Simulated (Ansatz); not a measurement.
**Na on Pt(100): change of the work function**

How does Na on the hollow site change the work function of Pt(100) as the layer fills?

Calculated with Ansatz 0.2.0; plane-wave DFT, PBE, Ansatz PAW.

## 1. The system as given

The cell holds 4 atoms: 4 Pt. Cell: a = 2.772 Å, b = 2.772 Å, c = 23.880 Å, α = 90.0°, β = 90.0°, γ = 90.0°. Vacuum lies along c.

## 2. The clean slab

The bare slab comes first, as the zero from which every change is counted. The two lowest layers are held at bulk places and the upper ones relax. The dipole correction removes the false field that a one-sided slab makes across the periodic vacuum, so each face gets a flat vacuum level of its own.

input.yaml reads:

```yaml
crystal:
  lattice:
    - [2.7718585823, 0.0, 0.0]
    - [0.0, 2.7718585823, 0.0]
    - [0.0, 0.0, 23.88]
  atoms:
    - { symbol: Pt, position: [0.5, 0.5, 0.3768844221] }
    - { symbol: Pt, position: [0.0, 0.0, 0.458961474] }
    - { symbol: Pt, position: [0.5, 0.5, 0.541038526] }
    - { symbol: Pt, position: [0.0, 0.0, 0.6231155779] }
kpoints:
  mp_grid: { grid: [12, 12, 1] }
hamiltonian:
  xc: pbe
scf:
  occupations: { method: fermi_dirac, width: 0.1 }
  convergence: { dr2_threshold: 1.0e-08 }
efield:
  axis: 3
  dipole_correction: true
  ramp_position: 0.97
  ramp_width: 0.06
relax:
  f_tol: 0.02
  max_steps: 60
  constraints: [{ sites: [0, 1] }]
output:
  write_potential: true
  write_density: true
  volumetric_format: npy
```

Started as:

```
> ansatz run input.yaml --threads 4 --pin off --max-ram 16384MiB --backend cpu --events-out ev --progress --plain --runs-dir out
```

What it wrote:

```text
Engine: ansatz 0.2.0, aarch64-unknown-linux-gnu
Pseudopotentials: kind: paw
Pseudopotential: Pt, paw, valence charge 18, recommended cutoff 420 eV (normal), Pt.paw.azcp
Functional definition: PBE
  parameter kappa = 0.804
  parameter beta = 0.066725
  exchange = pbe_x(kappa = kappa, mu = beta*pi^2/3)
  correlation = pbe_c(beta = beta)
Crystal: 4 atoms, lattice volume = 183.475 Å³
Basis set: ecut = 420 eV, 3659 PW (Γ), exchange–correlation on 40×40×320 points (8 copies of the dense FFT grid, shifted against one another)
Bands: 44, of which v1, the nominal top of the filled ones, is band 36 counted from 1 (35 counted from 0)
Symmetry: 8 space group operations
k-points: 28 of 144
Non-local potential: Pt, projectors of the file, l = 0: 3, l = 1: 2, l = 2: 2, l = 3: 1
PAW form: soft (Blöchl's): semilocal exchange-correlation on the pseudo side does not see the compensation charge
PAW one-centre angular grid: Pt, 590 points (default); XC on 64 Gauss nodes
Initial density: superposition of atomic densities (neutral atoms: chi_scale 0, normalization atom), corrected by the library's trained network
Initial wavefunctions: pseudopotential atomic-orbital guess
Functional: x = pbe(κ = 0.804, μ = 0.219515), c = pbe(β = 0.066725)
SCF iter   1: F=—  HF=-50090.468609 eV  |F-HF|=—  |Δ(HF+E_count)|=         —  Δρ=8.04e-3  dr2=7.30e-1  ethr=1.77e-3  p=0.000 e·Å  D=1.04e-13 V/Å  ΔV_dip=-0.00 eV  dr2_dipole=4.98e-7  V_vac-E_F(+/−)=5.19/5.19 eV  ⟨swp⟩=8.3  Hψ=5558  notcnv=0  defer=9
efield: sawtooth ramp at fractional position 0.9700 (set: `efield.ramp_position`, or a place that a band, a saddle search or an elastic batch's reference lends), width 0.0600; the density the first Hamiltonian is built on has a dipole p = 0.000 e·Å; the dipole correction subtracts the counter field D = 1.04e-13 V/Å, which shifts the + side's vacuum level by -0.00 eV against the − side's; the planar-averaged density in the ramp window peaks in size at 3.8e-6 e/Å³
preconditioner: auto → LDOS  [metal: Δε(μ)=0.022 eV  Ē_g=7.459 eV  σ=0.100 eV  W_gap=0.05  n_scr=36 (ndim 8)  ℏωp=17.3 eV  f_vac=0.607  D(μ)=6.87/eV (n_scr^D=54)  β→1.0]
SCF iter   2: F=—  HF=-50090.449355 eV  |F-HF|=—  |Δ(HF+E_count)|=   1.93e-2  Δρ=5.49e-3  dr2=9.54e-2  ethr=1.01e-3  p=0.000 e·Å  D=3.52e-5 V/Å  ΔV_dip=-0.00 eV  dr2_dipole=5.42e-7  V_vac-E_F(+/−)=5.66/5.67 eV  ⟨swp⟩=2.4  Hψ=1628  notcnv=0  defer=30
SCF iter   3: F=—  HF=-50090.441055 eV  |F-HF|=—  |Δ(HF+E_count)|=   8.30e-3  Δρ=1.95e-3  dr2=6.90e-2  ethr=1.33e-4  p=0.000 e·Å  D=4.87e-6 V/Å  ΔV_dip=-0.00 eV  dr2_dipole=4.18e-8  V_vac-E_F(+/−)=5.55/5.55 eV  ⟨swp⟩=2.0  Hψ=1911  notcnv=0  defer=30
SCF iter   4: F=—  HF=-50090.437309 eV  |F-HF|=—  |Δ(HF+E_count)|=   3.75e-3  Δρ=6.62e-4  dr2=1.10e-3  ethr=9.59e-5  p=0.000 e·Å  D=7.89e-7 V/Å  ΔV_dip=-0.00 eV  dr2_dipole=9.83e-10  V_vac-E_F(+/−)=5.66/5.66 eV  ⟨swp⟩=1.8  Hψ=1304  notcnv=0  defer=30
SCF iter   5: F=—  HF=-50090.437574 eV  |F-HF|=—  |Δ(HF+E_count)|=   2.65e-4  Δρ=2.48e-4  dr2=1.11e-4  ethr=1.52e-6  p=0.000 e·Å  D=8.19e-7 V/Å  ΔV_dip=-0.00 eV  dr2_dipole=2.05e-10  V_vac-E_F(+/−)=5.65/5.65 eV  ⟨swp⟩=2.8  Hψ=2122  notcnv=0  defer=30
SCF iter   6: F=—  HF=-50090.437595 eV  |F-HF|=—  |Δ(HF+E_count)|=   2.06e-5  Δρ=5.85e-5  dr2=1.53e-5  ethr=1.55e-7  p=-0.000 e·Å  D=-4.67e-8 V/Å  ΔV_dip=0.00 eV  dr2_dipole=3.46e-11  V_vac-E_F(+/−)=5.64/5.64 eV  ⟨swp⟩=2.1  Hψ=1826  notcnv=0  defer=30
SCF iter   7: F=—  HF=-50090.437619 eV  |F-HF|=—  |Δ(HF+E_count)|=   2.43e-5  Δρ=2.04e-5  dr2=1.14e-6  ethr=2.12e-8  p=-0.000 e·Å  D=-2.67e-7 V/Å  ΔV_dip=0.00 eV  dr2_dipole=3.82e-11  V_vac-E_F(+/−)=5.64/5.64 eV  ⟨swp⟩=2.3  Hψ=1864  notcnv=0  defer=30
SCF iter   8: F=—  HF=-50090.437617 eV  |F-HF|=—  |Δ(HF+E_count)|=   1.89e-6  Δρ=8.32e-6  dr2=3.11e-7  ethr=1.58e-9  p=0.000 e·Å  D=8.03e-9 V/Å  ΔV_dip=-0.00 eV  dr2_dipole=2.56e-13  V_vac-E_F(+/−)=5.64/5.64 eV  ⟨swp⟩=3.0  Hψ=2287  notcnv=0  defer=28
SCF iter   9: F=—  HF=-50090.437617 eV  |F-HF|=—  |Δ(HF+E_count)|=   1.58e-8  Δρ=1.89e-6  dr2=2.08e-8  ethr=4.31e-10  p=-0.000 e·Å  D=-4.39e-8 V/Å  ΔV_dip=0.00 eV  dr2_dipole=1.32e-12  V_vac-E_F(+/−)=5.64/5.64 eV  ⟨swp⟩=2.0  Hψ=1753  notcnv=0  defer=28
SCF iter  10: F=-50090.437617 eV  HF=-50090.437617 eV  |F-HF|=2.75e-9  |Δ(HF+E_count)|=   8.80e-9  Δρ=3.52e-7  dr2=3.02e-10  ethr=1.39e-11  p=-0.000 e·Å  D=-1.79e-8 V/Å  ΔV_dip=0.00 eV  dr2_dipole=1.19e-13  V_vac-E_F(+/−)=5.64/5.64 eV  ⟨swp⟩=10.2  Hψ=8697  notcnv=0
SCF 1 converged in 10 iterations: F = -50090.437617 eV  dr2 = 3.02e-10
  greatest PAW one-centre occupation: 1.000 electrons in one spin orbital (limit 2), on the Pt atom at site 2 (counted from 0), in its partial waves of l = 0
relax step   1: F+E_penalty+E_count = -50090.43761743 eV  Δ(F+E_penalty+E_count) = +0.000e0 eV  max|allowed force component| = 2.113e-1 eV/Å  Δτ_max = 0.0000 Å  (10 SCF iters, accepted)
Initial density: handed on by an earlier stage of this run
Initial wavefunctions: those handed on with the density
iter 1 solved again at ethr=1.68e-4 eV; its pass at ethr=3.10e-3 eV (dr2=1.21e-1 eV) is discarded
SCF iter   1: F=—  HF=-50090.448861 eV  |F-HF|=—  |Δ(HF+E_count)|=         —  Δρ=7.20e-3  dr2=1.44e-1  ethr=1.68e-4  p=0.000 e·Å  D=1.16e-7 V/Å  ΔV_dip=-0.00 eV  dr2_dipole=2.86e-2  V_vac-E_F(+/−)=5.68/5.68 eV  ⟨swp⟩=2.0  Hψ=4900  notcnv=0  defer=32
efield: sawtooth ramp at fractional position 0.9700 (set: `efield.ramp_position`, or a place that a band, a saddle search or an elastic batch's reference lends), width 0.0600; the density the first Hamiltonian is built on has a dipole p = 0.000 e·Å; the dipole correction subtracts the counter field D = 1.16e-7 V/Å, which shifts the + side's vacuum level by -0.00 eV against the − side's; the planar-averaged density in the ramp window peaks in size at 7.2e-7 e/Å³
eigensolver tolerance schedule calibrated: the retry pair's looser diagonalisation under-reported the residual by θ = 0.16 (0.12/decade); ethr = c·dr2/N_el runs at the constant in force after the calibration composes with the one it found (an armed cap, an earlier calibration), c = 6.5e-2
preconditioner: auto → LDOS  [metal: Δε(μ)=0.007 eV  Ē_g=7.403 eV  σ=0.100 eV  W_gap=0.02  n_scr=36 (ndim 8)  ℏωp=17.3 eV  f_vac=0.602  D(μ)=7.40/eV (n_scr^D=64)  β→1.0]
SCF iter   2: F=—  HF=-50090.446790 eV  |F-HF|=—  |Δ(HF+E_count)|=   2.07e-3  Δρ=3.16e-3  dr2=5.27e-2  ethr=1.30e-4  p=0.004 e·Å  D=4.28e-3 V/Å  ΔV_dip=-0.10 eV  dr2_dipole=1.12e-2  V_vac-E_F(+/−)=5.57/5.67 eV  ⟨swp⟩=2.0  Hψ=2079  notcnv=0  defer=32
[...]
SCF iter   4: F=—  HF=-50090.445358 eV  |F-HF|=—  |Δ(HF+E_count)|=   1.13e-3  Δρ=1.63e-4  dr2=6.22e-5  ethr=9.24e-6  p=-0.000 e·Å  D=-5.09e-5 V/Å  ΔV_dip=0.00 eV  dr2_dipole=3.74e-6  V_vac-E_F(+/−)=5.65/5.65 eV  ⟨swp⟩=2.0  Hψ=1819  notcnv=0  defer=33
SCF iter   5: F=—  HF=-50090.445347 eV  |F-HF|=—  |Δ(HF+E_count)|=   1.14e-5  Δρ=5.80e-5  dr2=2.88e-5  ethr=8.64e-8  p=-0.000 e·Å  D=-5.54e-5 V/Å  ΔV_dip=0.00 eV  dr2_dipole=1.59e-7  V_vac-E_F(+/−)=5.65/5.65 eV  ⟨swp⟩=3.0  Hψ=2355  notcnv=0  defer=33
SCF iter   6: F=—  HF=-50090.445350 eV  |F-HF|=—  |Δ(HF+E_count)|=   3.11e-6  Δρ=2.93e-5  dr2=1.00e-5  ethr=4.00e-8  p=-0.000 e·Å  D=-9.50e-5 V/Å  ΔV_dip=0.00 eV  dr2_dipole=4.97e-10  V_vac-E_F(+/−)=5.65/5.65 eV  ⟨swp⟩=1.0  Hψ=1199  notcnv=0  defer=33
SCF iter   7: F=—  HF=-50090.445343 eV  |F-HF|=—  |Δ(HF+E_count)|=   6.53e-6  Δρ=1.44e-5  dr2=1.38e-6  ethr=1.39e-8  p=-0.000 e·Å  D=-1.18e-4 V/Å  ΔV_dip=0.00 eV  dr2_dipole=5.10e-9  V_vac-E_F(+/−)=5.65/5.65 eV  ⟨swp⟩=1.1  Hψ=1219  notcnv=0  defer=33
SCF iter   8: F=—  HF=-50090.445344 eV  |F-HF|=—  |Δ(HF+E_count)|=   6.77e-7  Δρ=5.00e-6  dr2=9.92e-8  ethr=1.91e-9  p=-0.000 e·Å  D=-1.35e-4 V/Å  ΔV_dip=0.00 eV  dr2_dipole=3.42e-10  V_vac-E_F(+/−)=5.65/5.65 eV  ⟨swp⟩=2.0  Hψ=1449  notcnv=0  defer=33
SCF iter   9: F=—  HF=-50090.445344 eV  |F-HF|=—  |Δ(HF+E_count)|=   1.17e-7  Δρ=1.59e-6  dr2=1.06e-8  ethr=1.38e-10  p=-0.000 e·Å  D=-1.32e-4 V/Å  ΔV_dip=0.00 eV  dr2_dipole=1.56e-10  V_vac-E_F(+/−)=5.65/5.65 eV  ⟨swp⟩=2.1  Hψ=1693  notcnv=0  defer=33
SCF iter  10: F=-50090.445344 eV  HF=-50090.445344 eV  |F-HF|=4.93e-9  |Δ(HF+E_count)|=   2.56e-8  Δρ=6.75e-7  dr2=2.59e-9  ethr=1.39e-11  p=-0.000 e·Å  D=-1.31e-4 V/Å  ΔV_dip=0.00 eV  dr2_dipole=4.34e-11  V_vac-E_F(+/−)=5.65/5.65 eV  ⟨swp⟩=9.1  Hψ=7976  notcnv=0
SCF 3 converged in 10 iterations: F = -50090.445344 eV  dr2 = 2.59e-9
relax step   3: F+E_penalty+E_count = -50090.44534417 eV  Δ(F+E_penalty+E_count) = -7.708e-3 eV  max|allowed force component| = 2.648e-2 eV/Å  Δτ_max = 0.0673 Å  (10 SCF iters, accepted)
SCF iter   1: F=—  HF=-50090.445437 eV  |F-HF|=—  |Δ(HF+E_count)|=         —  Δρ=3.18e-4  dr2=1.94e-4  ethr=7.05e-6  p=-0.000 e·Å  D=-1.31e-4 V/Å  ΔV_dip=0.00 eV  dr2_dipole=2.64e-5  V_vac-E_F(+/−)=5.66/5.65 eV  ⟨swp⟩=2.1  Hψ=2394  notcnv=0  defer=32
efield: sawtooth ramp at fractional position 0.9700 (set: `efield.ramp_position`, or a place that a band, a saddle search or an elastic batch's reference lends), width 0.0600; the density the first Hamiltonian is built on has a dipole p = -0.000 e·Å; the dipole correction subtracts the counter field D = -1.31e-4 V/Å, which shifts the + side's vacuum level by +0.00 eV against the − side's; the planar-averaged density in the ramp window peaks in size at 4.8e-7 e/Å³
preconditioner: auto → LDOS  [metal: Δε(μ)=0.022 eV  Ē_g=7.459 eV  σ=0.100 eV  W_gap=0.06  n_scr=36 (ndim 8)  ℏωp=17.3 eV  f_vac=0.605  D(μ)=7.26/eV (n_scr^D=64)  β→1.0]
SCF iter   2: F=—  HF=-50090.445425 eV  |F-HF|=—  |Δ(HF+E_count)|=   1.19e-5  Δρ=1.34e-4  dr2=8.54e-5  ethr=2.70e-7  p=0.000 e·Å  D=5.04e-5 V/Å  ΔV_dip=-0.00 eV  dr2_dipole=1.99e-5  V_vac-E_F(+/−)=5.65/5.65 eV  ⟨swp⟩=2.9  Hψ=2553  notcnv=0  defer=32
SCF iter   3: F=—  HF=-50090.445416 eV  |F-HF|=—  |Δ(HF+E_count)|=   9.02e-6  Δρ=4.28e-5  dr2=1.09e-5  ethr=1.19e-7  p=-0.000 e·Å  D=-1.63e-4 V/Å  ΔV_dip=0.00 eV  dr2_dipole=2.88e-7  V_vac-E_F(+/−)=5.66/5.65 eV  ⟨swp⟩=2.0  Hψ=1825  notcnv=0  defer=32
SCF iter   4: F=—  HF=-50090.445411 eV  |F-HF|=—  |Δ(HF+E_count)|=   5.54e-6  Δρ=1.49e-5  dr2=5.94e-7  ethr=1.51e-8  p=-0.000 e·Å  D=-1.36e-4 V/Å  ΔV_dip=0.00 eV  dr2_dipole=3.80e-9  V_vac-E_F(+/−)=5.66/5.65 eV  ⟨swp⟩=2.0  Hψ=1747  notcnv=0  defer=32
SCF iter   5: F=—  HF=-50090.445412 eV  |F-HF|=—  |Δ(HF+E_count)|=   1.84e-6  Δρ=5.87e-6  dr2=3.03e-7  ethr=8.25e-10  p=-0.000 e·Å  D=-1.31e-4 V/Å  ΔV_dip=0.00 eV  dr2_dipole=1.47e-9  V_vac-E_F(+/−)=5.66/5.65 eV  ⟨swp⟩=2.9  Hψ=2117  notcnv=0  defer=32
SCF iter   6: F=—  HF=-50090.445412 eV  |F-HF|=—  |Δ(HF+E_count)|=   4.17e-8  Δρ=3.53e-6  dr2=1.11e-7  ethr=4.20e-10  p=-0.000 e·Å  D=-1.33e-4 V/Å  ΔV_dip=0.00 eV  dr2_dipole=7.73e-10  V_vac-E_F(+/−)=5.66/5.65 eV  ⟨swp⟩=1.1  Hψ=1201  notcnv=0  defer=32
SCF iter   7: F=-50090.445413 eV  HF=-50090.445413 eV  |F-HF|=8.53e-9  |Δ(HF+E_count)|=   3.68e-8  Δρ=1.34e-6  dr2=8.34e-9  ethr=1.39e-11  p=-0.000 e·Å  D=-1.32e-4 V/Å  ΔV_dip=0.00 eV  dr2_dipole=3.90e-12  V_vac-E_F(+/−)=5.66/5.65 eV  ⟨swp⟩=9.0  Hψ=8757  notcnv=0
SCF 4 converged in 7 iterations: F = -50090.445413 eV  dr2 = 8.34e-9
relax step   4: F+E_penalty+E_count = -50090.44541254 eV  Δ(F+E_penalty+E_count) = -6.837e-5 eV  max|allowed force component| = 8.249e-4 eV/Å  Δτ_max = 0.0046 Å  (7 SCF iters, accepted)
NSCF: frozen V_eff on 28 k-points
the band table was solved once a step of the walk had ended and its energy, with any forces and stress, was formed, with the checks that follow a solve (6532 applications of the Hamiltonian). They found nothing against the state; the energy, forces and stress were not computed again (output.eigenvalues in the input reference)
WARN: The output density's exchange-correlation potential varies sharply where the density is thin. Do not read a vacuum level from v_tot or v_xc, or from such a field of the output density. On a cell that repeats whose density bears no net charge and no dipole along the vacuum's axis use v_es (v_loc + v_h of the components); under efield.dipole_correction with no amplitude use v_es + v_field, which holds any externa [...]
SCF converged after 7 iterations
Free energy (F): -50090.445413 eV
Harris-Foulkes:  -50090.445413 eV  (|F-HF|=8.53e-9)
Internal energy: -50090.216692 eV  (E = F + TS)
E sigma→0 (E₀):  -50090.331052 eV
Entropy (-TS):   -0.228721 eV (-57.180 meV/atom)
Fermi energy:    3.855133 eV
Dipole field:    D = -0.000129 V/Å  (p = -0.000131 e·Å, saw-weighted, corrected)
Work function:   Φ+ = 5.6553 eV   Φ− = 5.6522 eV
Levels:          The Fermi level and band energies are counted from a zero that moves with the ramp; work functions are not
--- Per-component energies (eV) ---
  E_band       = -1889.403345
  E_kinetic    = 2546.711662
  E_local      = -116444.306202  (includes V_loc(G=0)·N_el)
  E_nonlocal   = 801.046174
  E_hartree    = 56784.297527
  E_xc         = -1043.845394
  E_vxc        = -1206.741734  (∫ρ·V_xc dr)
  E_paw        = -37816.425362  (= ΣΔE_a)
  E_vpaw       = -1154.697666  (= ΣTr[D̂ρ^β])
  E_aug_tail   = 0.000804  (compensation charges beyond the density's cutoff)
  E_efield     = 0.000000  (sawtooth field / dipole correction)
  E_vefield    = 0.000241  (∫n·V_field dr)
  E_ewald      = 45082.304099
  E_smearing   = -0.228721  (= −TS)
  E_closure    = -0.000000  (closes the sum)
  Σ components = -50090.445413   (vs F -50090.445413, Δ=0.00e0)
--- Forces (eV/Å), atoms counted from 1 ---
  atom   1  Pt    -0.00000000     0.00000000    -0.09145915
  atom   2  Pt     0.00000000     0.00000000     0.09063185
  atom   3  Pt     0.00000000     0.00000000     0.00002566
  atom   4  Pt     0.00000000     0.00000000     0.00082491
  max |Σ_I F_I| component: 2.33e-5 eV/Å
--- Band table (eV; the first three rows and the last of 28) ---
  k-point 0: bands = [... 32 lower, 3.1245, 3.2159, 3.2159, 3.8341, 4.0018, 4.1157, 4.1157, 4.1269, ... 4 higher]
  k-point 1: bands = [... 32 lower, 2.7441, 2.7810, 3.4747, 3.5937, 3.6566, 3.8896, 4.1778, 4.7078, ... 4 higher]
  k-point 2: bands = [... 32 lower, 2.4631, 2.4811, 3.4027, 3.4128, 3.4257, 3.8354, 4.1687, 5.6199, ... 4 higher]
  k-point 27: bands = [... 32 lower, 4.3781, 4.3925, 4.9579, 4.9788, 7.2040, 7.2040, 9.9928, 9.9928, ... 4 higher]
--- Relaxed structure (4 steps of the walk, 4 accepted, 0 SCFs on fresh bases) ---
  F+E_penalty+E_count = -50090.44541254 eV   max|allowed force component| = 8.249e-4 eV/Å
  atoms:
    - { symbol: Pt, position: [0.5, 0.5, 0.3768844221] }
    - { symbol: Pt, position: [0.0, 0.0, 0.458961474] }
    - { symbol: Pt, position: [0.5, 0.5, 0.542925] }
    - { symbol: Pt, position: [0, 0.0, 0.625565] }
```

Wall time 23 s (4 threads of Arm Neoverse V1, shared host); peak memory 0.54 GiB.

The column dr2 measures how far the density is from self-consistency, as an energy; F and HF (Harris–Foulkes) agree once it is small.

The steps of the relaxation:

| step | energy less that of the first step (eV) | largest force component (eV/Å) |
| --- | --- | --- |
| 1 | 0.0000 | 0.2113 |
| 2 | 0.0000 | 0.1645 |
| 3 | -0.0077 | 0.0265 |
| 4 | -0.0078 | 0.0008 |

Forces are held to the 8 operations that the program found; a distortion that breaks them can't arise in this run.

The atoms that moved most (Å):

| atom | dx | dy | dz | length |
| --- | --- | --- | --- | --- |
| Pt4 | 0.000 | 0.000 | 0.058 | 0.058 |
| Pt3 | 0.000 | 0.000 | 0.045 | 0.045 |

Final coordinates:

```xyz
4
Lattice="2.7719 0.0000 0.0000 0.0000 2.7719 0.0000 0.0000 0.0000 23.8800" Properties=species:S:1:pos:R:3
Pt    1.3859    1.3859    9.0000
Pt    0.0000    0.0000   10.9600
Pt    1.3859    1.3859   12.9651
Pt    0.0000    0.0000   14.9385
```

Read from the output:

```
energy at zero smearing   : -50090.3311 eV
work function, upper face : 5.655 eV
dipole along the normal   : -1.31e-4 e·Å
```

Running mean over 1.96 Å of the planar mean; the ramp of the sawtooth is left out. Table of electron's electrostatic potential energy less the Fermi level by z:

| z (Å) | electron's electrostatic potential energy less the Fermi level (eV) |
| --- | --- |
| 3.0 | 5.65 |
| 3.5 | 5.65 |
| 4.0 | 5.65 |
| 4.5 | 5.65 |
| 5.0 | 5.65 |
| 5.5 | 5.64 |
| 6.0 | 5.61 |
| 6.5 | 5.48 |
| 7.0 | 4.96 |
| 7.5 | 2.59 |
| 8.0 | -3.03 |
| 8.5 | -8.79 |
| 9.0 | -11.3 |
| 9.5 | -11.8 |
| 10.0 | -12.0 |
| 10.5 | -12.1 |
| 11.0 | -12.1 |
| 11.5 | -11.9 |
| 12.0 | -11.7 |
| 12.5 | -11.9 |
| 13.0 | -12.1 |
| 13.5 | -12.0 |
| 14.0 | -11.8 |
| 14.5 | -11.7 |
| 15.0 | -11.1 |
| 15.5 | -8.20 |
| 16.0 | -2.23 |
| 16.5 | 3.06 |
| 17.0 | 5.07 |
| 17.5 | 5.51 |
| 18.0 | 5.62 |
| 18.5 | 5.65 |
| 19.0 | 5.65 |
| 19.5 | 5.65 |
| 20.0 | 5.66 |
| 20.5 | 5.66 |

The relaxation took 4 steps and lowered the energy by 0.0078 eV; the largest force on the free atoms ends at 8.2e-4 eV/Å.

The work function of the upper face is 5.66 eV.

[end of part 1 of 3]

[Long decimals in the printed logs are rounded to 6 places.]

[Logs are printed without paths, hosts, clocks, repeated set-up lines and the standing remarks that a program may print on its own settings, such as how far it seeks lower states.]

[Hosts, paths, dates, database ids (printed as entryN), source tags and the programs' standing remarks are cut or masked in the printed files.]

[Maps of the electrostatic potential energy from Ansatz leave out the sawtooth potential of an applied field or a dipole correction, so their vacuum need not be flat; planar profiles and work functions include it.]
